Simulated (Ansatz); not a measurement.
## The 1T-PtSe2 bilayer (AA) under a gate

How does the 1T-PtSe2 bilayer (AA) take up charge from its gate?

Main program and level: Ansatz 0.2.0; plane-wave DFT, PBE-D3(BJ), Ansatz PAW (set soft_1); PAW set soft_1.

Most raw output is cut from this account.

## (1) Starting point

The cell holds 6 atoms: 4 Se and 2 Pt. Its edges and angles: a = 3.750 Å, b = 3.750 Å, c = 46.235 Å, α = 90.0°, β = 90.0°, γ = 120.0°. Regions: layer 1: 1T-PtSe2, 3 atoms (2 Se and 1 Pt); layer 2: 1T-PtSe2, 3 atoms (2 Se and 1 Pt). Vacuum lies along c.

## (2) Relaxation

The starting cell is a guess, so the in-plane lattice and the atoms are relaxed first, with the slab cut off from its images along the normal.

Contents of input.yaml:

```yaml
crystal:
  lattice:
    - [3.75, 0.0, 0.0]
    - [-1.875, 3.2475952642, 0.0]
    - [0.0, 0.0, 46.23543559]
  atoms:
    - { symbol: Se, position: [0.6666666667, 0.3333333333, 0.4174287482] }
    - { symbol: Pt, position: [0.0, 0.0, 0.4419523389] }
    - { symbol: Se, position: [0.3333333333, 0.6666666667, 0.4664759295] }
    - { symbol: Se, position: [0.6666666667, 0.3333333333, 0.5335240705] }
    - { symbol: Pt, position: [0.0, 0.0, 0.5580476611] }
    - { symbol: Se, position: [0.3333333333, 0.6666666667, 0.5825712518] }
  periodic: [true, true, false]
kpoints:
  mp_grid: { grid: [12, 12, 1] }
hamiltonian:
  xc: pbe
  dispersion: d3bj
  pseudopotentials: { kind: paw, azcp: { folder: soft_1 } }
scf:
  occupations: { method: fermi_dirac, width: 0.05 }
  convergence: { dr2_threshold: 1.0e-09 }
relax:
  f_tol: 0.004
  max_steps: 90
  cell: {}
output:
  write_potential: true
  write_density: true
  volumetric_format: npy
```

Command:

```bash
$ ansatz run input.yaml --threads 4 --pin off --max-ram 16384MiB --backend cpu --events-out ev --progress --plain --runs-dir out
```

It took 1.7 min on 4 threads of AMD EPYC 7R13 (Zen 3), shared host; peak memory 1.4 GiB.

Step by step:

```csv
step,energy less that of the first step (eV),largest force component (eV/Å),volume (Å³)
1,0.0000,2.1596,563.08
2,-0.6916,0.2306,566.12
3,-0.7475,0.1885,556.28
4,-0.7508,0.0475,558.36
5,-0.7513,0.0149,558.58
6,-0.7513,0.0019,558.67
7*,-0.7510,0.0019,558.67
```

Relaxation steps marked * repeat the geometry before them on a plane-wave basis chosen anew for their cell, so energy and pressure can jump there.

Forces are held to the 12 operations that the run works with; a distortion that breaks them can't arise in this run.

```csv
cell as run,before,after,change
a (Å),3.750,3.735,-0.4 %
b (Å),3.750,3.735,-0.4 %
```

The atoms that moved most (Å, along periodic axes as changes of fractional coordinates times the final cell, across vacuum about the mean position):

```csv
atom,dx,dy,dz,length
Se3,0.000,0.000,0.370,0.370
Se4,0.000,0.000,-0.370,0.370
Pt5,0.000,0.000,-0.216,0.216
Pt2,0.000,0.000,0.216,0.216
Se1,0.000,0.000,0.029,0.029
Se6,0.000,0.000,-0.029,0.029
```

The relaxed structure:

```cif
data_structure
_symmetry_space_group_name_H-M 'P 1'
_symmetry_Int_Tables_number 1
_cell_length_a 3.7353
_cell_length_b 3.7353
_cell_length_c 46.2354
_cell_angle_alpha 90.000
_cell_angle_beta 90.000
_cell_angle_gamma 120.000
_cell_volume 558.67
loop_
_atom_site_label
_atom_site_type_symbol
_atom_site_fract_x
_atom_site_fract_y
_atom_site_fract_z
_atom_site_occupancy
Se1 Se 0.66667 0.33333 0.41805 1
Pt2 Pt 0.00000 0.00000 0.44661 1
Se3 Se 0.33333 0.66667 0.47448 1
Se4 Se 0.66667 0.33333 0.52552 1
Pt5 Pt 0.00000 0.00000 0.55339 1
Se6 Se 0.33333 0.66667 0.58195 1
```

Numbers from this step:

- energy at zero smearing: -46930.3499 eV

The lattice constant a goes from 3.750 to 3.735 Å.

## (3) Gated layer, added electrons 0

The slab is cut off from its images along the normal. A charged sheet stands for each gate, the layer takes the opposite charge, and a barrier ahead of the sheet keeps electrons from leaking to it. The uncharged case sets the zero; a dense mesh is needed because few carriers fill a small part of the zone.

The cell differs from the one that the last finished run ended in (c 46.235 → 45.178 Å).

Contents of input.yaml:

```yaml
crystal:
  lattice:
    - [3.7352880158, 0.0, 0.0]
    - [-1.8676440079, 3.2348543121, 0.0]
    - [0.0, 0.0, 45.1783853776]
  atoms:
    - { symbol: Se, position: [0.6666666667, 0.3333333333, 0.4161281959] }
    - { symbol: Pt, position: [0.0, 0.0, 0.445365766] }
    - { symbol: Se, position: [0.3333333333, 0.6666666667, 0.4738817277] }
    - { symbol: Se, position: [0.6666666667, 0.3333333333, 0.5261182723] }
    - { symbol: Pt, position: [0.0, 0.0, 0.554634234] }
    - { symbol: Se, position: [0.3333333333, 0.6666666667, 0.5838718041] }
  periodic: [true, true, false]
  symmetry: { detect: true }
kpoints:
  mp_grid: { grid: [42, 42, 1] }
  band_path:
    path: [[0, 0, 0], [0.5, 0, 0], [0.33333333, 0.33333333, 0], [0, 0, 0]]
    npoints: 16
hamiltonian:
  xc: pbe
  dispersion: d3bj
  pseudopotentials: { kind: paw, azcp: { folder: soft_1 } }
scf:
  occupations: { method: fermi_dirac, width: 0.02585 }
  convergence: { dr2_threshold: 1.0e-10 }
output:
  forces: true
  eigenvalues: true
  dos: { projected: true, e_range: [-3, 3], de: 0.01 }
  write_potential: true
  write_density: true
  volumetric_format: npy
  elf: true
external_charges:
  - { charge: 0, barrier: 10, axis: 3, height: 29.878, sigma: 0.25 }
```

Elapsed: 8.2 min, on 4 threads; peak memory 3.5 GiB; 32 min of CPU time.

This step gave:

| Property | Result |
| --- | --- |
| energy at zero smearing | -46930.3472 eV |
| gap along the path | 0.2220 eV |
| smallest direct gap along the path | 0.7975 eV |
| gap, the smaller of path and mesh | 0.2118 eV |
| potential beyond the upper barrier and gate, less the barrier, from the Fermi level | 4.630 eV |

Running mean over a fixed 2.7 Å (it still follows the layers) of the planar mean; beyond a gate it holds the 10 eV model barrier. Electron's electrostatic potential energy less the Fermi level against z:

z (Å), electron's electrostatic potential energy less the Fermi level (eV) and a bar from the least value:
```
        4        4.7 #################
        5        4.7 #################
        6        4.7 #################
        7        4.7 #################
        8        4.7 #################
        9        4.7 #################
       10        4.7 #################
       11        4.7 #################
       12        4.7 #################
       13        4.7 #################
       14        4.7 #################
       15        4.7 #################
       16        4.6 #################
       17        3.4 ###############
       18        0.4 ###########
       19       -5.3 ####
       20       -8.1 
       21       -6.7 ##
       22       -2.1 ########
       23       -1.6 #########
       24       -5.8 ###
       25       -8.1 
       26       -6.3 ##
       27       -0.4 ##########
       28        2.9 ###############
       29        6.2 ###################
       30       10.1 ########################
       31       13.7 #############################
       32       14.6 ##############################
       33       14.6 ##############################
       34       14.6 ##############################
       35       14.6 ##############################
       36       14.6 ##############################
       37       14.6 ##############################
       38       14.6 ##############################
       39       14.6 ##############################
       40       14.6 ##############################
       41       14.6 ##############################
```

The density of states has structure finer than the step of the table below, so its rows give means over 0.2 eV, whole bins alone (the curve runs from -3 to 2.1 eV). Peaks (eV: height): -2.35: 10.9, -2.01: 11.3, -1.45: 9.91, -1.36: 9.18, 1.15: 8.11, 1.53: 8.41, 1.57: 8.16.

Density of states against energy, zero at the Fermi level of the run, which the smearing sets inside the gap; means over each step:

```csv
energy (eV),density of states (states/eV a cell)
-2.8,3.75
-2.6,4.13
-2.4,6.30
-2.2,4.41
-2.0,6.54
-1.8,5.05
-1.6,5.51
-1.4,5.78
-1.2,4.05
-1.0,2.27
-0.8,1.48
-0.6,0.566
-0.4,0.439
-0.2,0.793
0.0,0.00418
0.2,2.39
0.4,4.15
0.6,2.71
0.8,4.47
1.0,4.45
1.2,5.72
1.4,5.66
1.6,6.12
1.8,3.15
2.0,1.05
```

Projected DOS per atom over height of the atomic layer and energy from the Fermi level. Layers: Se Pt Se Se Pt Se from below.

Ten even steps from '0' (0.02 states/eV) to '9' (1.27 states/eV), each cell a mean:
```
111111
435534
769967
658856
656656
555555
332233
653356
110011
000000
000000
000000
201102
514415
725527
958859
757757
887788
665566
796697
464464
464464
```
Columns: height of the atomic layer (Å) from 18.8 to 26.4 (not evenly spaced); rows upwards: energy from the Fermi level (eV) from -2.98 to 2.07.

The electronic bands at the labelled points (eV, zero at the Fermi level of the run, which the smearing sets inside the gap):

```csv
point,band 47,band 48,band 49,band 50,band 51,band 52,band 53,band 54
Γ,-1.36,-1.04,-1.04,-0.39,1.54,1.54,2.08,2.08
halfway,-1.72,-1.47,-1.34,-0.86,0.11,1.08,1.24,1.78
M,-3.02,-2.87,-2.75,-1.81,0.96,1.17,1.54,1.99
halfway,-2.68,-2.36,-2.06,-1.67,0.64,0.81,1.12,1.75
K,-2.32,-2.32,-1.88,-1.88,0.31,0.31,1.46,1.46
halfway,-1.73,-1.58,-1.50,-0.84,0.45,0.76,0.79,1.66
Γ,-1.36,-1.04,-1.04,-0.39,1.54,1.54,2.08,2.08
```

ELF in the ca plane at fractional y = 0.000, with atoms of Pt within 0.2 Å of it. It is the smooth field of the valence electrons, not physical close to the nuclei.

Ten even steps from '0' (0.00) to '9' (0.68), each cell a mean:
```
00000000000000000001357888642100024688875320
00000000000000000012345776443100134457754321
00000000000000001345654444565311356544445665
00000000000000024688885334688622588743357888
00000000000000136899986324789732698742258999
00000000000000125799985324788632688742358999
00000000000000012567775334677421467643346776
00000000000000000123444565444200234446644442
00000000000000000002346787542100123578864321
00000000000000000001368888742100024788886420
```
Columns run along c (16.0 Å, from fractional 0.25 to 0.61 of the cell), rows up along a (3.7 Å). Atoms in or near the plane, at fractional coordinates: Pt at (0.45, 0.00), Pt at (0.55, 0.00).

Valence density in the ca plane at fractional y = 0.000, with atoms of Pt within 0.2 Å of it. It is the smooth field of the valence electrons, not physical close to the nuclei.

Values in units of 1e0 e/Å³, 6 rows by 16 columns, each cell a mean:
```
0.0 0.0 0.0 0.0 0.0 0.0 0.0 0.3 5.6 3.1 0.1 0.0 0.4 5.9 2.6 0.1
0.0 0.0 0.0 0.0 0.0 0.0 0.1 0.2 0.8 0.5 0.2 0.1 0.3 0.8 0.5 0.2
0.0 0.0 0.0 0.0 0.0 0.0 0.1 0.3 0.2 0.3 0.3 0.2 0.3 0.2 0.3 0.3
0.0 0.0 0.0 0.0 0.0 0.0 0.1 0.3 0.3 0.3 0.2 0.1 0.3 0.3 0.3 0.2
0.0 0.0 0.0 0.0 0.0 0.0 0.0 0.2 1.7 1.0 0.1 0.1 0.3 1.8 0.8 0.1
0.0 0.0 0.0 0.0 0.0 0.0 0.0 0.4 7.3 4.1 0.1 0.0 0.5 7.7 3.5 0.1
```
Columns run along c (16.0 Å, from fractional 0.25 to 0.61 of the cell), rows up along a (3.7 Å). Atoms in or near the plane, at fractional coordinates: Pt at (0.45, 0.00), Pt at (0.55, 0.00).

Electrostatic potential energy in the ca plane at fractional y = 0.000, with atoms of Pt within 0.2 Å of it. With pseudopotentials it is smooth inside the atoms' cores, unlike the true potential.

Values in eV, 6 rows by 16 columns, each cell a mean:
```
  0   0   0   0   0   0  -1  -6 -57 -39  -2  -1  -8 -60 -35  -2
  0   0   0   0   0   0  -1  -5 -15 -11  -3  -2  -5 -16 -10  -3
  0   0   0   0   0   0  -2  -8  -4  -6  -7  -4  -8  -4  -6  -6
  0   0   0   0   0   0  -2  -7  -5  -6  -6  -3  -7  -5  -6  -5
  0   0   0   0   0   0  -1  -4 -28 -18  -3  -2  -5 -30 -16  -2
  0   0   0   0   0   0  -1  -7 -63 -45  -2  -1  -9 -65 -41  -2
```
Columns run along c (16.0 Å, from fractional 0.25 to 0.61 of the cell; values clipped at the 3rd and 97th percentile), rows up along a (3.7 Å). Atoms in or near the plane, at fractional coordinates: Pt at (0.45, 0.00), Pt at (0.55, 0.00).

The gap, the smaller of path and mesh, is 0.212 eV.

## (4) Gated layer, added electrons 1×10¹³ per cm²

Changes to input.yaml since step 3:

```diff
@@ -14,2 +14,3 @@
   symmetry: { detect: true }
+total_charge: -0.012083
 kpoints:
@@ -29,3 +30,2 @@
   eigenvalues: true
-  dos: { projected: true, e_range: [-3, 3], de: 0.01 }
   write_potential: true
@@ -33,4 +33,4 @@
   volumetric_format: npy
-  elf: true
 external_charges:
   - { charge: 0, barrier: 10, axis: 3, height: 29.878, sigma: 0.25 }
+  - { charge: 0.012083, axis: 3, height: 31.378, sigma: 0.5 }
```

The job ended after 6.6 min (4 threads; peak memory 3.6 GiB; 26 min of CPU time).

Numbers from this step:

| Quantity | Value |
| --- | --- |
| energy at zero smearing | -46930.3981 eV |
| potential beyond the upper barrier and gate, less the barrier, from the Fermi level | 3.839 eV |

The electronic bands at the labelled points (eV, zero at the Fermi level):

```csv
point,band 47,band 48,band 49,band 50,band 51,band 52,band 53,band 54
Γ,-1.44,-1.12,-1.12,-0.48,1.46,1.46,1.99,1.99
halfway,-1.81,-1.55,-1.42,-0.95,0.02,1.00,1.15,1.70
M,-3.10,-2.95,-2.83,-1.89,0.88,1.09,1.45,1.91
halfway,-2.76,-2.45,-2.14,-1.75,0.55,0.73,1.03,1.67
K,-2.40,-2.40,-1.97,-1.95,0.21,0.23,1.37,1.38
halfway,-1.81,-1.67,-1.59,-0.92,0.36,0.67,0.70,1.58
Γ,-1.44,-1.12,-1.12,-0.48,1.46,1.46,1.99,1.99
```

Against the uncharged case this takes +0.79 V.

## (5) Gated layer, added electrons 3×10¹³ per cm²

Changes to input.yaml since step 4:

```diff
@@ -14,3 +14,3 @@
   symmetry: { detect: true }
-total_charge: -0.012083
+total_charge: -0.036249
 kpoints:
@@ -35,2 +35,2 @@
   - { charge: 0, barrier: 10, axis: 3, height: 29.878, sigma: 0.25 }
-  - { charge: 0.012083, axis: 3, height: 31.378, sigma: 0.5 }
+  - { charge: 0.036249, axis: 3, height: 31.378, sigma: 0.5 }
```

The job ended after 4.6 min (4 threads; peak memory 3.6 GiB).

Electronic bands along the path, in eV, zero at the Fermi level:

```csv
point,band 47,band 48,band 49,band 50,band 51,band 52,band 53,band 54
Γ,-1.48,-1.16,-1.16,-0.52,1.43,1.43,1.96,1.96
halfway,-1.84,-1.59,-1.45,-0.99,-0.02,0.96,1.11,1.67
M,-3.14,-2.99,-2.86,-1.93,0.84,1.05,1.42,1.88
halfway,-2.80,-2.49,-2.18,-1.78,0.52,0.69,1.00,1.63
K,-2.44,-2.43,-2.01,-1.98,0.17,0.20,1.33,1.35
halfway,-1.85,-1.71,-1.62,-0.96,0.32,0.62,0.68,1.55
Γ,-1.48,-1.16,-1.16,-0.52,1.43,1.43,1.96,1.96
```

Against the uncharged case this takes +2.23 V.

## (6) Gated layer, added electrons 6×10¹³ per cm²

Changes to input.yaml since step 5:

```diff
@@ -14,3 +14,3 @@
   symmetry: { detect: true }
-total_charge: -0.036249
+total_charge: -0.072499
 kpoints:
@@ -35,2 +35,2 @@
   - { charge: 0, barrier: 10, axis: 3, height: 29.878, sigma: 0.25 }
-  - { charge: 0.036249, axis: 3, height: 31.378, sigma: 0.5 }
+  - { charge: 0.072499, axis: 3, height: 31.378, sigma: 0.5 }
```

It took 5.7 min on 4 threads; peak memory 3.6 GiB.

Against the uncharged case this takes +4.31 V.

## (7) Gated layer, added electrons 10×10¹³ per cm²

Changes to input.yaml since step 6:

```diff
@@ -14,3 +14,3 @@
   symmetry: { detect: true }
-total_charge: -0.072499
+total_charge: -0.120831
 kpoints:
@@ -35,2 +35,2 @@
   - { charge: 0, barrier: 10, axis: 3, height: 29.878, sigma: 0.25 }
-  - { charge: 0.072499, axis: 3, height: 31.378, sigma: 0.5 }
+  - { charge: 0.120831, axis: 3, height: 31.378, sigma: 0.5 }
```

Elapsed: 5.4 min, on 4 threads; peak memory 3.7 GiB.

Against the uncharged case this takes +6.97 V.

## (8) Gated layer, added electrons -1×10¹³ per cm²

Changes to input.yaml since step 7:

```diff
@@ -14,3 +14,3 @@
   symmetry: { detect: true }
-total_charge: -0.120831
+total_charge: 0.012083
 kpoints:
@@ -35,2 +35,2 @@
   - { charge: 0, barrier: 10, axis: 3, height: 29.878, sigma: 0.25 }
-  - { charge: 0.120831, axis: 3, height: 31.378, sigma: 0.5 }
+  - { charge: -0.012083, axis: 3, height: 31.378, sigma: 0.5 }
```

Run time: 5.7 min. Hardware: 4 threads; peak memory 3.5 GiB.

Electronic bands along the path, in eV, zero at the Fermi level:

```csv
point,band 47,band 48,band 49,band 50,band 51,band 52,band 53,band 54
Γ,-1.28,-0.96,-0.96,-0.30,1.63,1.63,2.16,2.16
halfway,-1.64,-1.38,-1.25,-0.77,0.20,1.17,1.32,1.87
M,-2.94,-2.78,-2.66,-1.72,1.05,1.26,1.63,2.08
halfway,-2.60,-2.27,-1.97,-1.58,0.73,0.90,1.21,1.84
K,-2.24,-2.23,-1.79,-1.78,0.39,0.40,1.55,1.55
halfway,-1.64,-1.49,-1.41,-0.75,0.53,0.85,0.88,1.75
Γ,-1.28,-0.96,-0.96,-0.30,1.63,1.63,2.16,2.16
```

Against the uncharged case this takes -0.80 V.

## (9) Gated layer, added electrons -3×10¹³ per cm²

Changes to input.yaml since step 8:

```diff
@@ -14,3 +14,3 @@
   symmetry: { detect: true }
-total_charge: 0.012083
+total_charge: 0.036249
 kpoints:
@@ -35,2 +35,2 @@
   - { charge: 0, barrier: 10, axis: 3, height: 29.878, sigma: 0.25 }
-  - { charge: -0.012083, axis: 3, height: 31.378, sigma: 0.5 }
+  - { charge: -0.036249, axis: 3, height: 31.378, sigma: 0.5 }
```

It took 5.9 min on 4 threads; peak memory 3.6 GiB.

The electronic bands at the labelled points (eV, zero at the Fermi level):

```csv
point,band 47,band 48,band 49,band 50,band 51,band 52,band 53,band 54
Γ,-1.24,-0.91,-0.91,-0.26,1.67,1.67,2.20,2.20
halfway,-1.60,-1.33,-1.21,-0.72,0.25,1.21,1.37,1.91
M,-2.90,-2.72,-2.62,-1.68,1.09,1.30,1.68,2.12
halfway,-2.56,-2.23,-1.92,-1.54,0.77,0.94,1.25,1.89
K,-2.20,-2.19,-1.76,-1.73,0.42,0.46,1.59,1.60
halfway,-1.60,-1.45,-1.36,-0.70,0.58,0.88,0.94,1.79
Γ,-1.24,-0.91,-0.91,-0.26,1.67,1.67,2.20,2.20
```

Against the uncharged case this takes -2.28 V.

## (10) Gated layer, added electrons -6×10¹³ per cm²

Changes to input.yaml since step 9:

```diff
@@ -14,3 +14,3 @@
   symmetry: { detect: true }
-total_charge: 0.036249
+total_charge: 0.072499
 kpoints:
@@ -30,2 +30,3 @@
   eigenvalues: true
+  dos: { projected: true, e_range: [-3, 3], de: 0.01 }
   write_potential: true
@@ -33,4 +34,5 @@
   volumetric_format: npy
+  elf: true
 external_charges:
   - { charge: 0, barrier: 10, axis: 3, height: 29.878, sigma: 0.25 }
-  - { charge: -0.036249, axis: 3, height: 31.378, sigma: 0.5 }
+  - { charge: -0.072499, axis: 3, height: 31.378, sigma: 0.5 }
```

Wall time 5.9 min (4 threads); peak memory 3.6 GiB; 23 min of CPU time.

(Part 1 of 2 ends here.)

[Logs are printed without paths, hosts, clocks, repeated set-up lines and the standing remarks that a program may print on its own settings, such as how far it seeks lower states.]

[Hosts, paths, dates, database ids (printed as entryN), source tags and the programs' standing remarks are cut or masked in the printed files.]

[Maps of the electrostatic potential energy from Ansatz leave out the sawtooth potential of an applied field or a dipole correction, so their vacuum need not be flat; planar profiles and work functions include it.]
